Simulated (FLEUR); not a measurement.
# MnO (Manganosite): parallel and opposed starts, part 2 of 3

Wanted: the moments of MnO (Manganosite) and the energy of each order that was tried.

FLEUR MaX-R8.1; PBE with U = 4 eV on Mn d; all-electron FLAPW, Dirac cores, scalar-relativistic bands.

So far, largest spin moment in the muffin-tin sphere (μB): step 2 (order 1, typed as ferro +) 4.73.

## (3) Run 2 (antiferro q=(0,1/2,1/2) +-)

Another pattern of signs weighs the neighbour shells otherwise.

The cell is doubled to 4 atoms to hold this order. The mesh is halved along the doubled vector, so that both cells sample the same points. The k list default-1 (kpts.xml, not shown) is a Γ-centred 10×5×10 mesh.

Input file inp.xml:

```
<?xml version="1.0" encoding="UTF-8" standalone="no"?>
<fleurInput fleurInputVersion="0.39">
   <comment>
      MnO
   </comment>
   <calculationSetup>
      <cutoffs Kmax="4.05" Gmax="12.1" GmaxXC="12.1" numbands="0"/>
      <scfLoop itmax="120" minDistance="0.0001" maxIterBroyd="15" imix="Anderson" alpha="0.05" precondParam="0.0" spinf="2.0" sdNocoIR="T"/>
      <coreElectrons ctail="T" frcor="F" kcrel="0" coretail_lmax="0"/>
      <xcFunctional name="pbe" relativisticCorrections="F"/>
      <magnetism jspins="2"/>
      <soc l_soc="F" theta="0.0" phi="0.0" spav="F"/>
      <expertModes spex="0" secvar="F"/>
      <geometryOptimization l_f="F" forcealpha="1.0" forcemix="BFGS" epsdisp="0.00001" epsforce="0.00001"/>
      <ldaU l_linMix="F" mixParam="0.05" spinf="1.0"/>
   </calculationSetup>
   <cell>
      <bzIntegration valenceElectrons="42.0" mode="hist" fermiSmearingEnergy="0.00183747">
         <kPointListSelection listName="default-1"/>
         <xi:include xmlns:xi="http://www.w3.org/2001/XInclude" href="kpts.xml"> </xi:include>
      </bzIntegration>
      <xi:include xmlns:xi="http://www.w3.org/2001/XInclude" href="sym.xml"> </xi:include>
      <bulkLattice scale="1.0">
         <bravaisMatrix>
            <row-1>    0.0000000000000000     4.2008611749857998     4.2008611749857998</row-1>
            <row-2>    8.4017223499715996     0.0000000000000000     8.4017223499715996</row-2>
            <row-3>    8.4017223499715996     4.2008611749857998     4.2008611749857998</row-3>
         </bravaisMatrix>
      </bulkLattice>
   </cell>
   <atomSpecies>
      <species name="Manganese 4.500" element="Mn" atomicNumber="25">
         <mtSphere radius="2.62" gridPoints="867" logIncrement="0.014"/>
         <atomicCutoffs lmax="10" lnonsphr="8"/>
         <electronConfig flipSpins="F">
            <coreConfig>(1s1/2) (2s1/2) (2p1/2) (2p3/2)</coreConfig>
            <valenceConfig>(3s1/2) (3p1/2) (3p3/2) (4s1/2) (3d3/2) (3d5/2)</valenceConfig>
            <stateOccupation state="(3d3/2)" spinUp="1.75" spinDown="0.25"/>
            <stateOccupation state="(3d5/2)" spinUp="3.0" spinDown="0.0"/>
         </electronConfig>
         <energyParameters s="4" p="4" d="3" f="4"/>
         <ldaU l="2" U="4.0" J="0.0" l_amf="F"/>
         <lo type="SCLO" l="0" n="3" eDeriv="0"/>
         <lo type="SCLO" l="1" n="3" eDeriv="0"/>
      </species>
      <species name="Manganese -4.500" element="Mn" atomicNumber="25">
         <mtSphere radius="2.62" gridPoints="867" logIncrement="0.014"/>
         <atomicCutoffs lmax="10" lnonsphr="8"/>
         <electronConfig flipSpins="F">
            <coreConfig>(1s1/2) (2s1/2) (2p1/2) (2p3/2)</coreConfig>
            <valenceConfig>(3s1/2) (3p1/2) (3p3/2) (4s1/2) (3d3/2) (3d5/2)</valenceConfig>
            <stateOccupation state="(3d3/2)" spinUp="0.25" spinDown="1.75"/>
            <stateOccupation state="(3d5/2)" spinUp="0.0" spinDown="3.0"/>
         </electronConfig>
         <energyParameters s="4" p="4" d="3" f="4"/>
         <ldaU l="2" U="4.0" J="0.0" l_amf="F"/>
         <lo type="SCLO" l="0" n="3" eDeriv="0"/>
         <lo type="SCLO" l="1" n="3" eDeriv="0"/>
      </species>
      <species name="Oxygen (O)" element="O" atomicNumber="8">
         <mtSphere radius="1.48" gridPoints="489" logIncrement="0.022"/>
         <atomicCutoffs lmax="6" lnonsphr="4"/>
         <electronConfig flipSpins="F">
            <coreConfig>(1s1/2)</coreConfig>
            <valenceConfig>(2s1/2) (2p1/2) (2p3/2)</valenceConfig>
            <stateOccupation state="(2p1/2)" spinUp="0.666667" spinDown="0.666667"/>
            <stateOccupation state="(2p3/2)" spinUp="1.333333" spinDown="1.333333"/>
         </electronConfig>
         <energyParameters s="2" p="2" d="3" f="4"/>
      </species>
   </atomSpecies>
   <atomGroups>
      <atomGroup species="Manganese 4.500">
         <relPos label="                   1">.0000000000 .0000000000 .0000000000</relPos>
         <force calculate="T" relaxXYZ="TTT"/>
      </atomGroup>
      <atomGroup species="Manganese -4.500">
         <relPos label="                   2">.0000000000 1.000/2.000 .0000000000</relPos>
         <force calculate="T" relaxXYZ="TTT"/>
      </atomGroup>
      <atomGroup species="Oxygen (O)">
         <relPos label="                   3">1.000/2.000 .0000000000 1.000/2.000</relPos>
         <force calculate="T" relaxXYZ="TTT"/>
      </atomGroup>
      <atomGroup species="Oxygen (O)">
         <relPos label="                   4">1.000/2.000 1.000/2.000 1.000/2.000</relPos>
         <force calculate="T" relaxXYZ="TTT"/>
      </atomGroup>
   </atomGroups>
   <output dos="F" band="F" slice="F">
      <bandDOS minEnergy="-.5*Htr" maxEnergy="0.5*Htr" sigma="0.015" storeEVData="T"/>
      <plotting iplot="0" polar="F">
         <plot TwoD="T" vec1="  1.0  0.0  0.0" vec2="  0.0  1.0  0.0" vec3="  0.0  0.0  1.0" zero="  0.0  0.0  0.0" file="plot"/>
      </plotting>
      <moessbauerParams electricFieldGradient="F" isomerShift="F" coreHyperfine="F" valenceHyperfine="F"/>
   </output>
</fleurInput>
```

Input file crystal.txt:

```
MnO
&input film=F cartesian=F /
0.00000000000  2.22300000000  2.22300000000
4.44600000000  0.00000000000  4.44600000000
4.44600000000  2.22300000000  2.22300000000
1.8897261246
1.0 1.0 1.0

4
25 0.00000000000  0.00000000000  0.00000000000 : 4.500
25 0.00000000000  0.50000000000  0.00000000000 : -4.500
8 0.50000000000  0.00000000000  0.50000000000
8 0.50000000000  0.50000000000  0.50000000000

&kpt div1=10 div2=5 div3=10 gamma=T /
```

Command:

```
$ OMP_NUM_THREADS=1 inpgen -f crystal.txt > inpgen.log  # inp.xml is then edited as shown
$ OMP_NUM_THREADS=1 mpirun -n 4 fleur_MPI > fleur.log
```

The program printed:

```text
[banner, memory and clock lines left out]
Welcome to FLEUR        (www.flapw.de)
      MaX-Release 8.1          (www.max-centre.eu)

 ========== k-point set info ==========
 Selected k-point list: default-1
 k-point list type: mesh
 0 x 0 x 0
 Number of k points: 144

 ------------Calculation Setup---------------------------
 Number of PE/node        :            4
 Number of OMP-threads    :            1
 k-points in parallel     :            4
 pe's per k-point         :            1
 No of k-point loops      :           36
 Eigenvalue solver        :       lapack
 Number of basis functions:          372
 Approximate size of matrices (H+S) per k-point:         0.002 GB
 no density matrix found ... skipping LDA+U
 Reset of history
 Iteration:     1   Distance:      21.55945921 me/bohr^3
 Iteration:     2   Distance:      19.01982298 me/bohr^3
 Iteration:     3   Distance:      16.33279309 me/bohr^3
 Iteration:     4   Distance:       8.25687627 me/bohr^3
 Iteration:     5   Distance:       6.25776447 me/bohr^3
 Iteration:     6   Distance:       2.73903915 me/bohr^3
 Iteration:     7   Distance:       1.18282729 me/bohr^3
 Iteration:     8   Distance:       0.42904075 me/bohr^3
 Iteration:     9   Distance:       0.28346376 me/bohr^3
 Iteration:    10   Distance:       0.05737210 me/bohr^3
 Iteration:    11   Distance:       0.02616728 me/bohr^3
 Iteration:    12   Distance:       0.01523746 me/bohr^3
 Iteration:    13   Distance:       0.00606315 me/bohr^3
 Iteration:    14   Distance:       0.00384837 me/bohr^3
 Iteration:    15   Distance:       0.00196745 me/bohr^3
 Iteration:    16   Distance:       0.00014318 me/bohr^3
 Iteration:    17   Distance:       0.00013370 me/bohr^3
 Iteration:    18   Distance:       0.00009633 me/bohr^3

 ********************************************************************
 Run finished successfully
 Stop message:
   all done
 ********************************************************************

--- out.xml (last complete iteration) ---
<iteration numberForCurrentRun="   18" overallNumber="   18">
         [... left out ...]
         <bandgap value="0.8825239761" units="eV"/>
         <sumValenceSingleParticleEnergies value="-25.7883921282" units="Htr"/>
         <FermiEnergy value="0.2979224721" units="Htr"/>
         <valenceDensity>
            <mtCharges spin="1">
               <mtCharge atomType="1" total="9.4204884" s="1.1864006" p="3.2339302" d="4.9249769" f="0.0523664"/>
               <mtCharge atomType="2" total="4.7134147" s="1.1429372" p="3.1933597" d="0.2993498" f="0.0536696"/>
               <mtCharge atomType="3" total="2.3582029" s="0.7321030" p="1.6237818" d="0.0020240" f="0.0002409"/>
               <mtCharge atomType="4" total="2.4074507" s="0.7395751" p="1.6639144" d="0.0034455" f="0.0004308"/>
            </mtCharges>
            <mtCharges spin="2">
               <mtCharge atomType="1" total="4.7134129" s="1.1429368" p="3.1933591" d="0.2993490" f="0.0536695"/>
               <mtCharge atomType="2" total="9.4204895" s="1.1864012" p="3.2339311" d="4.9249765" f="0.0523665"/>
               <mtCharge atomType="3" total="2.4074519" s="0.7395754" p="1.6639152" d="0.0034455" f="0.0004308"/>
               <mtCharge atomType="4" total="2.3582011" s="0.7321026" p="1.6237804" d="0.0020240" f="0.0002409"/>
            </mtCharges>
            <spinDependentCharge spin="1" total="21.0000000" interstitial="2.1004434" mtSpheres="18.8995566"/>
            <spinDependentCharge spin="2" total="21.0000000" interstitial="2.1004447" mtSpheres="18.8995553"/>
            <totalCharge value="42.0000000000"/>
         </valenceDensity>
         [... left out ...]
         <magneticMomentsInMTSpheres units="muBohr">
            <globalMagMoment atomType="1" vec="0.00000   0.00000   4.70708"/>
            <localMagMoment atomType="1" vec="0.00000   0.00000   4.70708"/>
            <globalMagMoment atomType="2" vec="0.00000   0.00000  -4.70707"/>
            <localMagMoment atomType="2" vec="0.00000   0.00000  -4.70707"/>
            <globalMagMoment atomType="3" vec="0.00000   0.00000  -0.04925"/>
            <localMagMoment atomType="3" vec="0.00000   0.00000  -0.04925"/>
            <globalMagMoment atomType="4" vec="0.00000   0.00000   0.04925"/>
            <localMagMoment atomType="4" vec="0.00000   0.00000   0.04925"/>
         </magneticMomentsInMTSpheres>
         [... left out ...]
         <totalEnergy value="    -2467.7784706514" units="Htr">
            <sumOfEigenvalues value="    -1419.4814447745">
               <coreElectrons value="-1393.6930526462"/>
               <valenceElectrons value="-25.7883921282"/>
            </sumOfEigenvalues>
            <densityCoulombPotentialIntegral value="-3757.6044326485"/>
            <densityEffectivePotentialIntegral value="-3915.7128116474"/>
            <chargeDenXCDenIntegral value="-121.9963804467"/>
            <FockExchangeEnergyValence value="0.0000000000"/>
            <FockExchangeEnergyCore value="0.0000000000"/>
         [... left out ...]
            <dftUCorrection value="-0.7172793394"/>
            <tkbTimesEntropy value="0.0000000000"/>
            <freeEnergy value="-2467.7784706514"/>
            <extrapolationTo0K value="-2467.7784706514"/>
         </totalEnergy>
         [... left out ...]
         <ldaUDensityMatrixConvergence>
            <distance spin="1" distance="0.000002"/>
            <distance spin="2" distance="0.000002"/>
         </ldaUDensityMatrixConvergence>
         <densityConvergence units="me/bohr^3">
            <chargeDensity spin="1" distance="0.0000577356"/>
            <chargeDensity spin="2" distance="0.0000578605"/>
            <overallChargeDensity distance="0.0000963309"/>
            <spinDensity distance="0.0000638970"/>
         </densityConvergence>
      </iteration>
```

Wall time 86 s (4 MPI ranks of AMD EPYC 7R13 (Zen 3), shared host); peak memory 0.46 GiB; 5.7 min of CPU time.

Spin moment in the muffin-tin sphere by atom:

```tsv
atom	spin moment in the muffin-tin sphere (μB)
Mn1	4.71
Mn2	-4.71
O3	-0.05
O4	0.05
```

Numbers from this step:

| Item | Value |
| --- | --- |
| free energy | -67151.6731 eV |
| program's band gap on this mesh (in a metal only a level spacing) | 0.8825 eV |
| magnetization | 0 μB |
| final state | antiferromagnetic |

It lies 53.1 meV a seeded atom under the first start, and its largest moment is 4.71 μB against 4.73 μB.

## (4) Start 3: antiferro q=(0,0,1/2) +-

Reversing part of the moments tests the sign of the couplings between them.

The cell is doubled to 4 atoms to hold this order. The mesh is halved along the doubled vector, so that both cells sample the same points. The k list default-1 (kpts.xml, not shown) is a Γ-centred 10×10×5 mesh.

inp.xml, as its differences from that of step 3:

```diff
@@ -25,4 +25,4 @@
             <row-1>    0.0000000000000000     4.2008611749857998     4.2008611749857998</row-1>
-            <row-2>    8.4017223499715996     0.0000000000000000     8.4017223499715996</row-2>
-            <row-3>    8.4017223499715996     4.2008611749857998     4.2008611749857998</row-3>
+            <row-2>    4.2008611749857998     0.0000000000000000     4.2008611749857998</row-2>
+            <row-3>    8.4017223499715996     8.4017223499715996     0.0000000000000000</row-3>
          </bravaisMatrix>
@@ -77,3 +77,3 @@
       <atomGroup species="Manganese -4.500">
-         <relPos label="                   2">.0000000000 1.000/2.000 .0000000000</relPos>
+         <relPos label="                   2">.0000000000 .0000000000 1.000/2.000</relPos>
          <force calculate="T" relaxXYZ="TTT"/>
@@ -81,7 +81,4 @@
       <atomGroup species="Oxygen (O)">
-         <relPos label="                   3">1.000/2.000 .0000000000 1.000/2.000</relPos>
-         <force calculate="T" relaxXYZ="TTT"/>
-      </atomGroup>
-      <atomGroup species="Oxygen (O)">
-         <relPos label="                   4">1.000/2.000 1.000/2.000 1.000/2.000</relPos>
+         <relPos label="                   3">1.000/2.000 1.000/2.000 1.000/4.000</relPos>
+         <relPos label="                   4">1.000/2.000 1.000/2.000 -1.000/4.000</relPos>
          <force calculate="T" relaxXYZ="TTT"/>
```

Input file crystal.txt:

```
MnO
&input film=F cartesian=F /
0.00000000000  2.22300000000  2.22300000000
2.22300000000  0.00000000000  2.22300000000
4.44600000000  4.44600000000  0.00000000000
1.8897261246
1.0 1.0 1.0

4
25 0.00000000000  0.00000000000  0.00000000000 : 4.500
25 0.00000000000  0.00000000000  0.50000000000 : -4.500
8 0.50000000000  0.50000000000  0.25000000000
8 0.50000000000  0.50000000000  0.75000000000

&kpt div1=10 div2=10 div3=5 gamma=T /
```

The program printed:

```text
[banner, memory and clock lines left out]
Welcome to FLEUR        (www.flapw.de)
      MaX-Release 8.1          (www.max-centre.eu)

 ========== k-point set info ==========
 Selected k-point list: default-1
 k-point list type: mesh
 0 x 0 x 0
 Number of k points: 144

 [... set-up left out ...]
 no density matrix found ... skipping LDA+U
 Reset of history
 Iteration:     1   Distance:      21.22692166 me/bohr^3
 Iteration:     2   Distance:      18.96011286 me/bohr^3
 Iteration:     3   Distance:      16.28402982 me/bohr^3
[...]
[... left out ...]
            <freeEnergy value="-2467.7797595674"/>
            <extrapolationTo0K value="-2467.7797595674"/>
         </totalEnergy>
         [... left out ...]
         <ldaUDensityMatrixConvergence>
            <distance spin="1" distance="0.000002"/>
            <distance spin="2" distance="0.000002"/>
         </ldaUDensityMatrixConvergence>
         <densityConvergence units="me/bohr^3">
            <chargeDensity spin="1" distance="0.0000479429"/>
            <chargeDensity spin="2" distance="0.0000471868"/>
            <overallChargeDensity distance="0.0000693927"/>
            <spinDensity distance="0.0000650759"/>
         </densityConvergence>
      </iteration>
```

Wall time 71 s (4 MPI ranks); peak memory 0.4 GiB; 4.7 min of CPU time.

Spin moment in the muffin-tin sphere by atom:

```tsv
atom	spin moment in the muffin-tin sphere (μB)
Mn1	4.65
Mn2	-4.65
O3	0.00
O4	0.00
```

This step gave:

| Quantity | Value |
| --- | --- |
| free energy | -67151.7082 eV |
| program's band gap on this mesh (in a metal only a level spacing) | 1.937 eV |
| magnetization | 0 μB |
| final state | antiferromagnetic |

It lies 70.6 meV a seeded atom under the first start, and its largest moment is 4.65 μB against 4.73 μB.

(Part 2 of 3 ends here.)

[Logs and program files are shortened in this print: banners, set-up blocks, solver, clock and traceback lines can be left out without a mark of their own.]

[Logs are printed without paths, hosts, clocks, repeated set-up lines and the standing remarks that a program may print on its own settings, such as how far it seeks lower states.]

[Hosts, paths, dates, database ids (printed as entryN), source tags and the programs' standing remarks are cut or masked in the printed files.]

[Where a cell is said to come from a database of computed structures, the database is the Materials Project.]
